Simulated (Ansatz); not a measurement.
## What TiCdSe3 (model cell, started as cubic perovskite with Ti in the octahedra) distorts into

Wanted: the energy along a soft mode of TiCdSe3 (model cell, started as cubic perovskite with Ti in the octahedra) and the structure at the end.

Calculated with Ansatz 0.2.0; DFT PBE, scalar-relativistic, plane waves, PAW.

The structure was built from a prototype and need not be the compound's stable phase.

**1. The structure**

Symmetry: Pm-3m, No. 221, cubic system. The conventional cell has a = 4.977 Å, b = 4.977 Å, c = 4.977 Å, α = 90.00°, β = 90.00°, γ = 90.00°. Nearest to Cd lie 12 Se at 3.52 Å. Nearest to Ti lie 6 Se at 2.49 Å. Nearest to Se lie 2 Ti at 2.49 Å. Farther neighbours and most contacts between anions are not listed.

**2. The dispersion**

The cell comes from relaxations at this level that are not shown. Stability and thermal properties need the whole zone. Linear response on a 2×2×2 q mesh gives force constants as far as a supercell of that size would.

The input, input.yaml:

```yaml
crystal:
  lattice:
    - [4.9773704866, 0.0, 0.0]
    - [0.0, 4.9773704866, 0.0]
    - [0.0, 0.0, 4.9773704866]
  atoms:
    - { symbol: Cd, position: [0.0, 0.0, 0.0] }
    - { symbol: Ti, position: [0.5, 0.5, 0.5] }
    - { symbol: Se, position: [0.5, 0.5, 0.0] }
    - { symbol: Se, position: [0.5, 0.0, 0.5] }
    - { symbol: Se, position: [0.0, 0.5, 0.5] }
kpoints:
  mp_grid: { grid: [8, 8, 8] }
hamiltonian:
  xc: pbe
scf:
  occupations: { method: methfessel_paxton, width: 0.2 }
output:
  eigenvalues: true
phonons:
  method: dfpt
  qmesh: [2, 2, 2]
  temperatures: { t_max: 1000, t_step: 50 }
  qpath:
    path:
      - [[0.0, 0.0, 0.0], [0.0, 0.5, 0.0], [0.5, 0.5, 0.0], [0.0, 0.0, 0.0], [0.5, 0.5, 0.5], [0.0, 0.5, 0.0]]
      - [[0.5, 0.5, 0.5], [0.5, 0.5, 0.0]]
    npoints: 10
```

On the command line:

```bash
$ ansatz run input.yaml --threads 8 --pin off --max-ram 14336MiB --backend cpu --events-out ev --progress --plain --runs-dir out
```

Numbers of over 12 decimals in the logs are rounded to 6 here.

Output:

```text
Engine: ansatz 0.2.0, aarch64-unknown-linux-gnu
Pseudopotentials: kind: paw
Pseudopotential: Cd, paw, valence charge 20, recommended cutoff 420 eV (normal), Cd.paw.azcp
Pseudopotential: Ti, paw, valence charge 12, recommended cutoff 420 eV (normal), Ti.paw.azcp
Pseudopotential: Se, paw, valence charge 16, recommended cutoff 420 eV (normal), Se.paw.azcp
Functional definition: PBE
  parameter kappa = 0.804
  parameter beta = 0.066725
  exchange = pbe_x(kappa = kappa, mu = beta*pi^2/3)
  correlation = pbe_c(beta = beta)
Crystal: 5 atoms, lattice volume = 123.310 Å³
Basis set: ecut = 420 eV, 2469 PW (Γ), exchange–correlation on 72×72×72 points (8 copies of the dense FFT grid, shifted against one another)
Bands: 48, of which v1, the nominal top of the filled ones, is band 40 counted from 1 (39 counted from 0)
Symmetry: 48 space group operations
k-points: 35 of 512
Non-local potential: Cd, projectors of the file, l = 0: 3, l = 1: 2, l = 2: 2, l = 3: 1
Non-local potential: Ti, projectors of the file, l = 0: 3, l = 1: 2, l = 2: 3, l = 3: 1
Non-local potential: Se, projectors of the file, l = 0: 2, l = 1: 2, l = 2: 3, l = 3: 1
PAW form: soft (Blöchl's): semilocal exchange-correlation on the pseudo side does not see the compensation charge
PAW one-centre angular grid: Cd, 590 points (default); XC on 64 Gauss nodes
PAW one-centre angular grid: Ti, 590 points (default); XC on 64 Gauss nodes
PAW one-centre angular grid: Se, 590 points (default); XC on 64 Gauss nodes
Initial density: superposition of atomic densities (neutral atoms: chi_scale 0, normalization atom), corrected by the library's trained network
Initial wavefunctions: pseudopotential atomic-orbital guess
Functional: x = pbe(κ = 0.804, μ = 0.219515), c = pbe(β = 0.066725)
SCF iter   1: F=—  HF=-27163.225981 eV  |F-HF|=—  |Δ(HF+E_count)|=         —  Δρ=1.46e-3  dr2=1.48e-3  ethr=1.77e-3  ⟨swp⟩=5.9  Hψ=5628  notcnv=0
preconditioner: auto → LDOS  [metal: Δε(μ)=0.052 eV  Ē_g=8.365 eV  σ=0.200 eV  W_gap=0.22  n_scr=32 (ndim 8)  ℏωp=19.5 eV  f_vac=0.024  D(μ)=3.05/eV (n_scr^D=18)  β→1.0]
SCF iter   2: F=—  HF=-27163.228352 eV  |F-HF|=—  |Δ(HF+E_count)|=   2.37e-3  S|Δr|=    0.00e0  Δρ=8.13e-4  dr2=5.64e-4  ethr=1.85e-6  ⟨swp⟩=2.2  Hψ=3386  notcnv=0
SCF iter   3: F=—  HF=-27163.228223 eV  |F-HF|=—  |Δ(HF+E_count)|=   1.29e-4  S|Δr|=    0.00e0  Δρ=3.12e-4  dr2=1.12e-4  ethr=7.05e-7  ⟨swp⟩=2.0  Hψ=3000  notcnv=0
SCF iter   4: F=—  HF=-27163.228199 eV  |F-HF|=—  |Δ(HF+E_count)|=   2.34e-5  S|Δr|=    0.00e0  Δρ=5.21e-5  dr2=3.79e-6  ethr=1.40e-7  ⟨swp⟩=2.0  Hψ=2859  notcnv=0
SCF iter   5: F=—  HF=-27163.228188 eV  |F-HF|=—  |Δ(HF+E_count)|=   1.13e-5  S|Δr|=    0.00e0  Δρ=1.80e-5  dr2=5.83e-7  ethr=4.74e-9  ⟨swp⟩=2.0  Hψ=2128  notcnv=0
SCF iter   6: F=—  HF=-27163.228188 eV  |F-HF|=—  |Δ(HF+E_count)|=   2.43e-7  S|Δr|=    0.00e0  Δρ=1.53e-5  dr2=4.66e-7  ethr=7.28e-10  ⟨swp⟩=2.9  Hψ=2946  notcnv=0
SCF iter   7: F=—  HF=-27163.228188 eV  |F-HF|=—  |Δ(HF+E_count)|=   4.88e-8  S|Δr|=    0.00e0  Δρ=3.44e-6  dr2=3.13e-8  ethr=5.82e-10  ⟨swp⟩=1.6  Hψ=1720  notcnv=0
SCF iter   8: F=—  HF=-27163.228188 eV  |F-HF|=—  |Δ(HF+E_count)|=  3.20e-10  S|Δr|=    0.00e0  Δρ=5.62e-7  dr2=6.60e-10  ethr=3.91e-11  ⟨swp⟩=1.9  Hψ=1748  notcnv=0
SCF iter   9: F=—  HF=-27163.228188 eV  |F-HF|=—  |Δ(HF+E_count)|=  1.46e-10  S|Δr|=    0.00e0  Δρ=2.23e-7  dr2=8.95e-11  ethr=1.00e-12  ⟨swp⟩=2.0  Hψ=2843  notcnv=0
SCF iter  10: F=-27163.228188 eV  HF=-27163.228188 eV  |F-HF|=0.00e0  |Δ(HF+E_count)|=  1.24e-10  S|Δr|=    0.00e0  Δρ=7.75e-8  dr2=8.05e-12  ethr=1.00e-12  ⟨swp⟩=7.3  Hψ=8774  notcnv=0
SCF 1 converged in 10 iterations: F = -27163.228188 eV  dr2 = 8.05e-12
  greatest PAW one-centre occupation: 1.000 electrons in one spin orbital (limit 2), on the Cd atom at site 0 (counted from 0), in its partial waves of l = 0
Initial density: read from a saved state, or passed on in memory by an earlier SCF of this step, an earlier step, the calling program or the single point that the run made first
iter 1 solved again at ethr=3.09e-7 eV; its pass at ethr=3.10e-3 eV (dr2=2.48e-4 eV) is discarded
SCF iter   1: F=—  HF=-27163.228199 eV  |F-HF|=—  |Δ(HF+E_count)|=         —  Δρ=7.34e-7  dr2=6.22e-10  ethr=3.09e-7  ⟨swp⟩=3.0  Hψ=9100  notcnv=0
eigensolver tolerance schedule: the retry pair's looser diagonalisation over-reported the residual by 398179.94 of it (diagonalisation noise at an unbounded share of the residual, at the tolerance the schedule requests for it); recorded, not acted on — ethr = c·dr2/N_el stays at c = 1.0e-1
preconditioner: auto → LDOS  [metal: Δε(μ)=0.050 eV  Ē_g=8.376 eV  σ=0.200 eV  W_gap=0.21  n_scr=32 (ndim 8)  ℏωp=19.5 eV  f_vac=0.024  D(μ)=3.02/eV (n_scr^D=18)  β→1.0]
SCF iter   2: F=—  HF=-27163.228188 eV  |F-HF|=—  |Δ(HF+E_count)|=   1.05e-5  S|Δr|=    0.00e0  Δρ=1.06e-6  dr2=1.38e-9  ethr=1.00e-12  ⟨swp⟩=3.6  Hψ=4563  notcnv=0
SCF iter   3: F=—  HF=-27163.228188 eV  |F-HF|=—  |Δ(HF+E_count)|=  3.93e-10  S|Δr|=    0.00e0  Δρ=4.22e-7  dr2=2.18e-10  ethr=1.00e-12  ⟨swp⟩=2.2  Hψ=3018  notcnv=0
SCF iter   4: F=—  HF=-27163.228188 eV  |F-HF|=—  |Δ(HF+E_count)|=  2.18e-11  S|Δr|=    0.00e0  Δρ=3.29e-7  dr2=1.33e-10  ethr=1.00e-12  ⟨swp⟩=1.0  Hψ=1680  notcnv=0
SCF iter   5: F=—  HF=-27163.228188 eV  |F-HF|=—  |Δ(HF+E_count)|=  2.18e-11  S|Δr|=    0.00e0  Δρ=1.88e-7  dr2=4.44e-11  ethr=1.00e-12  ⟨swp⟩=1.0  Hψ=1680  notcnv=0
SCF iter   6: F=-27163.228188 eV  HF=-27163.228188 eV  |F-HF|=1.46e-11  |Δ(HF+E_count)|=  7.28e-12  S|Δr|=    0.00e0  Δρ=7.93e-8  dr2=8.56e-12  ethr=1.00e-12  ⟨swp⟩=1.6  Hψ=3526  notcnv=0
SCF 2 converged in 6 iterations: F = -27163.228188 eV  dr2 = 8.56e-12
phonons: the bands overlap, so this run is a metal and interpolates without the dipole-dipole term. If the crystal is really an insulator or semiconductor, its LO-TO splitting is missing
NSCF: frozen V_eff on 35 k-points
NSCF: frozen V_eff on 125 k-points
DFPT response loops at q = (0, 0, 0) (fractional): preconditioner auto → Kerker (q_TF=auto, 2.538 Å⁻¹) (partly filled bands, converged f_vac=0.024); β = 1.00, the filter's whole step (`scf.mixing.beta` (0.50) is not read by the response loops under this deck's `scf.mixing.preconditioner`; to damp them name `kerker` or `kerker_dos`, under which they read `scf.mixing.beta`, and type it under 1.00, their step now; both keys bind the ground state too); Broyden in place of MSR1
NSCF: frozen V_eff on 250 k-points
DFPT response loops at q = (0, 0, -0.5) (fractional): mixed as the last ones told, above
NSCF: frozen V_eff on 250 k-points
DFPT response loops at q = (0, -0.5, -0.5) (fractional): mixed as the last ones told, above
NSCF: frozen V_eff on 250 k-points
DFPT response loops at q = (-0.5, -0.5, -0.5) (fractional): mixed as the last ones told, above
SCF converged after 10 iterations
Stability not checked: this state was not tested for a lower state beside it, because cold or Methfessel-Paxton smearing, or corrected tetrahedra, fill the levels in a way that the test cannot read (fill_not_monotonic; see scf.lower_state_search)
Free energy (F): -27163.228188 eV
Harris-Foulkes:  -27163.228188 eV  (|F-HF|=0.00e0)
Internal energy: -27163.230923 eV  (E = F + TS)
E sigma→0 (E₀):  -27163.228872 eV
Entropy (-TS):   0.002735 eV (0.547 meV/atom)
Fermi energy:    8.660689 eV
--- Per-component energies (eV) ---
  E_band       = -1828.943478
  E_kinetic    = 1131.475115
  E_local      = -11645.660900  (includes V_loc(G=0)·N_el)
  E_nonlocal   = -1746.856849
  E_hartree    = 5561.484962
  E_xc         = -585.205451
  E_vxc        = -635.831640  (∫ρ·V_xc dr)
  E_paw        = -10865.005430  (= ΣΔE_a)
  E_vpaw       = -55.037350  (= ΣTr[D̂ρ^β])
  E_aug_tail   = -0.001571  (compensation charges beyond the density's cutoff)
  E_ewald      = -9013.460799
  E_smearing   = 0.002735  (= −TS)
  E_closure    = 0.000000  (closes the sum)
  Σ components = -27163.228188   (vs F -27163.228188, Δ=0.00e0)
--- Band table (eV; the first three rows and the last of 35) ---
  k-point 0: bands = [... 36 lower, 7.6985, 7.6985, 8.3828, 8.3828, 8.3828, 8.7131, 8.7131, 8.7131, ... 4 higher]
  k-point 1: bands = [... 36 lower, 7.4199, 7.6302, 8.2146, 8.2146, 8.2505, 8.7163, 9.1810, 9.1810, ... 4 higher]
  k-point 2: bands = [... 36 lower, 6.8606, 7.4769, 8.2160, 8.2160, 8.7233, 8.7241, 9.7617, 9.7617, ... 4 higher]
  k-point 34: bands = [... 36 lower, 5.3079, 7.0575, 9.1754, 9.1754, 9.1754, 10.2322, 10.2322, 10.2322, ... 4 higher]
--- Phonons (Γ-DFPT): 4 representative perturbations + reference (Σ response iterations 12) ---
  ASR residual: 8.631e-5 → 0.000e0 eV/Å²; symmetrization residual: 8.470e-6 eV/Å²
  ASR residual per site (eV/Å²): 8.63e-5 6.36e-5 5.39e-5 5.39e-5 5.39e-5
  Γ frequencies (cm⁻¹): -125.83 -125.83 -125.83 -76.69 -76.69 -76.69 -44.49 -44.49 -44.49 0.00 0.00 0.00 201.11 201.11 201.11
--- Phonons (arbitrary-q DFPT): 4 irreducible q on the 2×2×2 mesh ---
  q = [0.0000, 0.0000, 0.0000] (star 1, of the zone-centre solve; hermiticity 2.09e-6, symmetrization 6.23e-12): -125.83 -125.83 -125.83 -76.69 -76.69 -76.69 -44.49 -44.49 -44.49 -0.00 -0.00 -0.00 201.11 201.11 201.11
  q = [0.0000, 0.0000, -0.5000] (star 3, 9 solved perturbations in 975 linear systems a pass and spin channel, the states on 125 of 512 k-point pairs; hermiticity 1.73e-6, symmetrization 2.32e-12): -99.71 -99.71 -75.24 -39.49 -39.49 -33.96 -33.96 -24.82 37.06 51.31 51.31 209.63 209.63 209.88 214.01
  q = [0.0000, -0.5000, -0.5000] (star 3, 9 solved perturbations in 975 linear systems a pass and spin channel, the states on 125 of 512 k-point pairs; hermiticity 1.00e-6, symmetrization 1.11e-12): -105.56 -55.86 -55.86 -51.81 -44.60 14.25 14.25 49.47 49.47 102.19 185.38 195.43 195.43 221.11 234.29
  q = [-0.5000, -0.5000, -0.5000] (star 1, 4 solved perturbations in 350 linear systems a pass and spin channel, the states on 125 of 512 k-point pairs; hermiticity 5.14e-7, symmetrization 5.80e-12): -107.10 -107.10 -107.10 -37.97 -37.97 -37.97 108.59 108.59 108.59 184.00 184.00 184.00 186.07 186.07 250.61
  sum rule: each row above includes the acoustic sum rule's correction from the zone centre's row sums; it moved no ω² by more than (0.60 cm⁻¹)²
  mesh force constants: q→R imaginary residual 4.20e-18; ASR residual 8.631e-5 → 0.000e0 eV/Å²; symmetrization residual 3.997e-15 eV/Å²
  interpolated dispersion: 62 rows × 15 modes
  density of states and harmonic sums: on the 14×14×14 q-mesh, interpolated from the force constants of a 2×2×2 supercell (no non-analytic term)
  largest difference from the sums on the solved wave vectors: F 4.59e-2 eV, S 7.37e-5 and C_V 1.67e-5 eV/K
  zero-point energy: 0.070251 eV/cell   skipped modes (ω ≤ 0): 846, of them read as no rigid motion or as one in doubt: 843 (6.951e0 modes/cell left out, lowest -125.83 cm⁻¹)   left out of the sums: 4.63e-1 of the cell's modes: C_V's classical limit lies that fraction below 3 k_B per atom; for a crystal, a wire or a layer, F and S can be off by more, and a phonons.interpolated_qmesh denser along its periods is the remedy for the sampling
```

Elapsed: 3.5 min, on 8 threads of Arm Neoverse V2, shared host; peak memory 2.2 GiB.

The column dr2 measures how far the density is from self-consistency, as an energy; F and HF (Harris–Foulkes) agree once it is small.

This step gave:

* volume per atom: 24.66 Å³
* gap on the k-mesh: 0 eV
* sum-rule residual before enforcement: 8.63e-5 eV/Å²
* lowest frequency on the path: -125.8 cm⁻¹
* point group: m-3m
* highest frequency on the path or at a solved wavevector: 250.6 cm⁻¹
* highest optical mode at the zone centre (no LO-TO term): 201.1 cm⁻¹
* lowest optical zone-centre mode: -125.8 cm⁻¹
* lowest mode on the q mesh (acoustic modes at Γ apart): -125.8 cm⁻¹

Frequencies (cm⁻¹) solved at each irreducible wavevector; negative means imaginary. Frequencies by wavevector, by row:

```csv
q in reciprocal lattice units,star,mode 1,mode 2,mode 3,mode 4,mode 13,mode 14,mode 15
0 0 0,1,-125.8,-125.8,-125.8,-76.7,201.1,201.1,201.1
0 0 -0.5,3,-99.7,-99.7,-75.2,-39.5,209.6,209.9,214
0 -0.5 -0.5,3,-105.6,-55.9,-55.9,-51.8,195.4,221.1,234.3
-0.5 -0.5 -0.5,1,-107.1,-107.1,-107.1,-38,186.1,186.1,250.6
```

Interpolated from a 2×2×2 q mesh. The phonon branches at the labelled points (cm⁻¹):

```csv
point,branch 1,branch 2,branch 3,branch 4,branch 12,branch 13,branch 14,branch 15
Γ,-126,-126,-126,-77,0,201,201,201
halfway,-111,-111,-76,-57,125,205,205,210
X,-100,-100,-75,-40,210,210,210,214
halfway,-91,-74,-60,-52,199,203,215,228
M,-106,-56,-56,-52,195,195,221,234
halfway,-90,-85,-65,-58,126,203,210,221
Γ,-126,-126,-126,-77,0,201,201,201
halfway,-87,-78,-78,-46,128,207,207,233
R,-107,-107,-107,-38,184,186,186,251
halfway,-94,-83,-79,-49,196,199,211,240
X,-100,-100,-75,-40,210,210,210,214
jump to R,-107,-107,-107,-38,184,186,186,251
halfway,-106,-88,-88,-45,190,190,210,246
M,-106,-56,-56,-52,195,195,221,234
```

Symmetry leaves 4 wavevectors to solve. The lowest mode among them, the acoustic zeros apart, lies at Γ and is imaginary, 125.8i cm⁻¹, so the energy falls along it.

**3. The mode frozen in, largest atomic shift 0 Å**

The mode followed lies at q = (-0.5, -0.5, -0.5) with frequency 107.1i cm⁻¹ and is 3-fold degenerate, one of the unstable modes though not the softest. At small amplitude the distorted cell has space group no. 74 by a symmetry search on the positions. The undistorted cell that holds it gives the zero of energy on the same k mesh.

System of this step: TiCdSe3 (model cell, started as cubic perovskite with Ti in the octahedra). It takes space group Pm-3m (No. 221, cubic). The conventional cell has a = 4.977 Å, b = 4.977 Å, c = 4.977 Å, α = 90.00°, β = 90.00°, γ = 90.00°. Cd has 12 Se at 3.52 Å nearest. Nearest to Ti lie 6 Se at 2.49 Å. Nearest to Se lie 2 Ti at 2.49 Å. Farther neighbours and most contacts between anions are not listed.

The input, input.yaml:

```yaml
crystal:
  lattice:
    - [4.9773704866, 4.9773704866, 0.0]
    - [4.9773704866, 0.0, 4.9773704866]
    - [4.9773704866, 0.0, -4.9773704866]
  atoms:
    - { symbol: Cd, position: [0.0, 0.5, 0.5] }
    - { symbol: Cd, position: [0.0, 0.0, 0.0] }
    - { symbol: Ti, position: [0.5, 0.25, 0.75] }
    - { symbol: Ti, position: [0.5, 0.75, 0.25] }
    - { symbol: Se, position: [0.5, 0.5, 0.5] }
    - { symbol: Se, position: [0.5, 0.0, 0.0] }
    - { symbol: Se, position: [0.0, 0.0, 0.5] }
    - { symbol: Se, position: [0.0, 0.5, 0.0] }
    - { symbol: Se, position: [0.5, 0.5, 0.0] }
    - { symbol: Se, position: [0.5, 0.0, 0.5] }
kpoints:
  mp_grid: { grid: [8, 8, 8] }
hamiltonian:
  xc: pbe
scf:
  occupations: { method: methfessel_paxton, width: 0.2 }
output:
  forces: true
  stress: true
  eigenvalues: true
```

Output:

```text
[...]
Crystal: 10 atoms, lattice volume = 246.621 Å³
Basis set: ecut = 420 eV, 4909 PW (Γ), exchange–correlation on 96×96×96 points (8 copies of the dense FFT grid, shifted against one another)
Bands: 96, of which v1, the nominal top of the filled ones, is band 80 counted from 1 (79 counted from 0)
Symmetry: 96 space group operations
[...]
k-points: 29 of 512
[...]
k-point 0: bands = [... 76 lower, 8.3865, 8.3865, 8.3865, 8.7054, 8.7054, 8.7054, 9.1815, 9.1815, ... 12 higher]
  k-point 1: bands = [... 76 lower, 8.1354, 8.2056, 8.2056, 8.9522, 8.9522, 9.0336, 9.0577, 9.0577, ... 12 higher]
  k-point 2: bands = [... 76 lower, 8.0130, 8.0130, 8.1687, 8.7429, 8.7429, 8.9068, 9.3038, 9.3038, ... 12 higher]
  k-point 28: bands = [... 76 lower, 7.2088, 7.2088, 8.2808, 8.2808, 9.2144, 9.2144, 9.8226, 9.8226, ... 12 higher]
[key lines of the parts left out:]
SCF converged after 7 iterations
Free energy (F): -54326.435345 eV
Fermi energy:    8.645976 eV
P = ⅓ Tr σ = 0.0595 GPa (0.595 kbar)
```

Run time: 4.2 s. Hardware: 8 threads; peak memory 1.5 GiB; 32 s of CPU time.

Numbers from this step:

| Property | Result |
| --- | --- |
| pressure | 0.05954 GPa |
| energy from the undistorted cell | 0 meV/atom |

The run ends at a pressure of 0.06 GPa.

**4. The mode frozen in, largest atomic shift 0.6 Å**

The atoms are moved along the unstable eigenvector, the largest shift by 0.6 Å, with the cell fixed.

The input, input.yaml:

```yaml
crystal:
  lattice:
    - [4.9773704866, 4.9773704866, 0.0]
    - [4.9773704866, 0.0, 4.9773704866]
    - [4.9773704866, 0.0, -4.9773704866]
  atoms:
    - { symbol: Cd, position: [0.0, 0.5, 0.5] }
    - { symbol: Cd, position: [0.0, 0.0, 0.0] }
    - { symbol: Ti, position: [0.5, 0.25, 0.75] }
    - { symbol: Ti, position: [0.5, 0.75, 0.25] }
    - { symbol: Se, position: [0.5852385953, 0.4147614047, 0.4147614047] }
    - { symbol: Se, position: [0.4147614047, 0.0852385953, 0.0852385953] }
    - { symbol: Se, position: [0.0, -0.0426192977, 0.5426192977] }
    - { symbol: Se, position: [0.0, 0.5426192977, -0.0426192977] }
    - { symbol: Se, position: [0.5, 0.5426192977, -0.0426192977] }
    - { symbol: Se, position: [0.5, -0.0426192977, 0.5426192977] }
kpoints:
  mp_grid: { grid: [8, 8, 8] }
hamiltonian:
  xc: pbe
scf:
  occupations: { method: methfessel_paxton, width: 0.2 }
output:
  forces: true
  stress: true
  eigenvalues: true
```

Output:

```text
[...]
Crystal: 10 atoms, lattice volume = 246.621 Å³
Basis set: ecut = 420 eV, 4909 PW (Γ), exchange–correlation on 96×96×96 points (8 copies of the dense FFT grid, shifted against one another)
Bands: 96, of which v1, the nominal top of the filled ones, is band 80 counted from 1 (79 counted from 0)
Symmetry: 8 space group operations
[...]
k-points: 95 of 512
[...]
k-point 0: bands = [... 76 lower, 8.5326, 8.5432, 8.5549, 8.5966, 8.6552, 8.8132, 9.2289, 9.3081, ... 12 higher]
  k-point 1: bands = [... 76 lower, 8.2322, 8.2886, 8.5714, 8.6422, 8.7978, 8.9956, 9.2780, 9.3634, ... 12 higher]
  k-point 2: bands = [... 76 lower, 8.0065, 8.0583, 8.5337, 8.5415, 8.7820, 9.0852, 9.3789, 9.5292, ... 12 higher]
  k-point 94: bands = [... 76 lower, 7.3895, 7.3895, 7.9088, 7.9088, 9.3372, 9.3372, 9.6971, 9.6971, ... 12 higher]
[key lines of the parts left out:]
SCF converged after 7 iterations
Free energy (F): -54328.268905 eV
Fermi energy:    8.677029 eV
P = ⅓ Tr σ = -2.3999 GPa (-23.999 kbar)
```

Run time: 13 s. Hardware: 8 threads; peak memory 2.2 GiB.

This step gave:

| Quantity | Value |
| --- | --- |
| pressure | -2.400 GPa |
| energy from the undistorted cell | -183.7 meV/atom |

The energy, extrapolated to zero smearing, is -183.67 meV/atom against the undistorted cell.

The run ends at a pressure of -2.40 GPa, with forces up to 1.1 eV/Å.

**5. Energy along the mode, all amplitudes (two of the runs are shown above)**

An imaginary frequency means negative curvature, so the energy should fall and then rise again as anharmonic terms take over.

This step gave:

```
depth at the lowest point sampled  : 183.7 meV/atom
largest atomic shift at that point : 0.6 Å
```

Table of energy from the parent by largest atomic shift:

```csv
largest atomic shift (Å),energy from the parent (meV/atom)
0.000,0
0.040,-1.14
0.080,-4.49
0.140,-13.3
0.220,-31.2
0.320,-62.4
0.450,-116
0.600,-184
```

Displacement at unit largest shift by atom:

```csv
atom,x (Å),y (Å),z (Å),size
Cd1,0.000,0.000,0.000,0.000
Cd2,0.000,0.000,0.000,0.000
Ti3,0.000,0.000,0.000,0.000
Ti4,0.000,0.000,0.000,0.000
Se5,-0.707,0.707,0.000,1.000
Se6,0.707,-0.707,0.000,1.000
Se7,0.000,0.000,-0.707,0.707
Se8,0.000,0.000,0.707,0.707
Se9,0.000,0.000,0.707,0.707
Se10,0.000,0.000,-0.707,0.707
```

The lowest of the steps tried is the last one, at 0.6 Å, 184 meV/atom below the parent; the bottom of the well need not coincide with a step.

(Continued in part 2 of 2.)

[Logs are printed without paths, hosts, clocks, repeated set-up lines and the standing remarks that a program may print on its own settings, such as how far it seeks lower states.]

[Hosts, paths, dates, database ids (printed as entryN), source tags and the programs' standing remarks are cut or masked in the printed files.]
